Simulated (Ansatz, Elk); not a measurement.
# Mg3As: X-ray structure factors from the self-consistent density, part 2 of 2

The structure of Mg3As used here is made up (a known structure type with other elements) and was relaxed beforehand with r2SCAN. The aim is the Fourier transform of its all-electron density, F(hkl), set beside the sum over free spherical atoms that refinements use.

Elk 11.2.3 (patched build); all-electron DFT.

So far: The structure; Ground state and structure factors; The highest occupied states alone.

The structure was built from a prototype and need not be the compound's stable phase.

## 4. Another functional

Level of this step: DFT, PBEsol, all-electron APW+lo, Dirac cores, scalar-relativistic bands, static density, no spin (Elk).

The difference from free atoms is small, so it is set against the change that PBEsol makes.

Contents of elk.in:

```
tasks
  0
  195

xctype
  22

spinpol
  .false.

rgkmax
  7.0

gmaxvr
  14.0

lmaxo
  7

lmaxapw
  8

swidth
  0.002

tshift
  .false.

ramdisk
  .false.

hmaxvr
  5.5

maxscl
  120

epspot
  1e-06

sppath
  './'

avec
  8.15186863919 0.00000000000 0.00000000000
  0.00000000000 8.15186863919 0.00000000000
  0.00000000000 0.00000000000 8.15186863919

atoms
  2
  'As.in'
  1
  -0.0000000000 0.0000000000 0.0000000000   0.000000 0.000000 0.000000
  'Mg.in'
  3
  0.0000000000 0.5000000000 0.5000000000   0.000000 0.000000 0.000000
  0.5000000000 -0.0000000000 0.5000000000   0.000000 0.000000 0.000000
  0.5000000000 0.5000000000 0.0000000000   0.000000 0.000000 0.000000

ngridk
  5 5 5
```

Launch:

```
OMP_NUM_THREADS=4 elk
```

Numbers of over 12 decimals in the logs are rounded to 6 here.

The log of the run:

```text
┌─────────────────────────┐
│ Elk code version 11.2.3 │
└─────────────────────────┘

All units are atomic (Hartree, Bohr, etc.)

┌─────────────────────────────────────────────────┐
│ Ground-state run starting from atomic densities │
└─────────────────────────────────────────────────┘

Lattice vectors :
   8.151868639       0.000000000       0.000000000
   0.000000000       8.151868639       0.000000000
   0.000000000       0.000000000       8.151868639

Reciprocal lattice vectors :
  0.7707662605       0.000000000       0.000000000
[...]
muffin-tins (core leakage)
  species : 1 (As)
[...]
species : 2 (Mg)
[...]
atom 2                    :    10.48619179     ( -0.9828258651E-07)
   atom 3                    :    10.48619179     ( -0.9828258651E-07)
 total in muffin-tins        :    62.87561571
 total calculated charge     :    68.99981302
 total charge                :    69.00000000
 error                       :   0.1869761238E-03

┌──────────────────────────────┐
│ Self-consistent loop stopped │
└──────────────────────────────┘

Warning : core states of species 1 leak from the muffin-tin :   0.1429846047E-03

Wrote STATE.OUT
[key lines of the parts left out:]
total energy                :     -2859.2483797163
```

Wall time 12 s (4 threads of Intel Xeon Platinum 8488C (Sapphire Rapids), shared host); peak memory 0.17 GiB.

Against the first run R = 0.04 %; the largest change is -0.023 at 400.

## 5. Basis size

A smaller basis shows how fast F responds to it; the change is likely larger than the basis error of the first run, but doesn't show convergence.

Changes to elk.in since step 4:

```diff
@@ -5,3 +5,3 @@
 xctype
-  22
+  20
 
@@ -11,3 +11,3 @@
 rgkmax
-  7.0
+  5.5
```

Launch:

```
OMP_NUM_THREADS=4 elk
```

The log of the run:

```text
┌─────────────────────────┐
│ Elk code version 11.2.3 │
└─────────────────────────┘

All units are atomic (Hartree, Bohr, etc.)

┌─────────────────────────────────────────────────┐
│ Ground-state run starting from atomic densities │
└─────────────────────────────────────────────────┘

Lattice vectors :
   8.151868639       0.000000000       0.000000000
   0.000000000       8.151868639       0.000000000
   0.000000000       0.000000000       8.151868639

Reciprocal lattice vectors :
  0.7707662605       0.000000000       0.000000000
[...]
muffin-tins (core leakage)
  species : 1 (As)
[...]
species : 2 (Mg)
[...]
atom 2                    :    10.48357162     ( -0.9828258918E-07)
   atom 3                    :    10.48357162     ( -0.9828258918E-07)
 total in muffin-tins        :    62.85702081
 total calculated charge     :    68.99982797
 total charge                :    69.00000000
 error                       :   0.1720304071E-03

┌──────────────────────────────┐
│ Self-consistent loop stopped │
└──────────────────────────────┘

Warning : core states of species 1 leak from the muffin-tin :   0.1416032134E-03

Wrote STATE.OUT
[key lines of the parts left out:]
total energy                :     -2862.0983280393
```

It took 12 s on 4 threads; peak memory 0.17 GiB; 22 s of CPU time.

Against the first run R = 0.01 %; the largest change is +0.018 at 311.

## 6. Basis size

The basis and the expansions that go with it are enlarged, to see whether the differences are converged.

Changes to elk.in since step 5:

```diff
@@ -11,12 +11,12 @@
 rgkmax
-  5.5
+  8.5
 
 gmaxvr
-  14.0
+  18.0
 
 lmaxo
-  7
+  9
 
 lmaxapw
-  8
+  10
```

Launch:

```
OMP_NUM_THREADS=4 elk
```

The log of the run:

```text
┌─────────────────────────┐
│ Elk code version 11.2.3 │
└─────────────────────────┘

All units are atomic (Hartree, Bohr, etc.)

┌─────────────────────────────────────────────────┐
│ Ground-state run starting from atomic densities │
└─────────────────────────────────────────────────┘

Lattice vectors :
   8.151868639       0.000000000       0.000000000
   0.000000000       8.151868639       0.000000000
   0.000000000       0.000000000       8.151868639

Reciprocal lattice vectors :
  0.7707662605       0.000000000       0.000000000
[...]
muffin-tins (core leakage)
  species : 1 (As)
[...]
species : 2 (Mg)
[...]
atom 2                    :    10.48674302     ( -0.9828258474E-07)
   atom 3                    :    10.48674302     ( -0.9828258474E-07)
 total in muffin-tins        :    62.87887282
 total calculated charge     :    68.99986040
 total charge                :    69.00000000
 error                       :   0.1396019158E-03

┌──────────────────────────────┐
│ Self-consistent loop stopped │
└──────────────────────────────┘

Warning : core states of species 1 leak from the muffin-tin :   0.1411029264E-03

Wrote STATE.OUT
[key lines of the parts left out:]
total energy                :     -2862.1290153456
```

Wall time 31 s (4 threads); peak memory 0.29 GiB.

Against the first run R = 0.00 %; the largest change is -0.003 at 400.

## 7. Settings against the effect

```tsv
run	R against the first run (%)	R against neutral atoms, low angle (%)	wall time
PBE, rgkmax 7	0.00	0.62	12 s
PBEsol	0.04	0.62	12 s
rgkmax 5.5	0.01	0.62	12 s
rgkmax 8.5 with larger expansions	0.00	0.62	31 s
```

## 8. What came out

```json
{
 "R against neutral atoms, sin θ/λ < 0.3 Å⁻¹": "0.62 %",
 "R against neutral atoms, 0.3 to 0.82 Å⁻¹": "0.20 %"
}
```

What this shows: Independent neutral atoms miss the calculated amplitudes by R = 0.62 % below 0.3 Å⁻¹ and 0.20 % from there to 0.82 Å⁻¹; by shells, 0.43 % below 0.15 Å⁻¹ (1 form), 0.63 % 0.15 to 0.3 (5 forms), 0.25 % 0.3 to 0.45 (8 forms), 0.19 % above 0.45 (46 forms). Bonding, aspherical density and the tables' own atoms all enter these figures, and the runs don't part them. The largest change of an amplitude is -0.28 electrons, at 200. The window's part falls from 11.0 electrons at the origin to at most 0.18 between 0.45 and 0.82 Å⁻¹. Below 0.3 Å⁻¹ the changes that finished (PBEsol, rgkmax 5.5 and rgkmax 8.5 with larger expansions) move F by R = 0.02 % at most, against the 0.62 % that separates it from free atoms. The k-mesh has no finished test. Part of the difference isn't bonding: the tables are fits to free atoms and ions calculated by other methods than this functional. Thermal motion, anomalous dispersion and extinction are left out.

[Logs are printed without paths, hosts, clocks, repeated set-up lines and the standing remarks that a program may print on its own settings, such as how far it seeks lower states.]

[Hosts, paths, dates, database ids (printed as entryN), source tags and the programs' standing remarks are cut or masked in the printed files.]
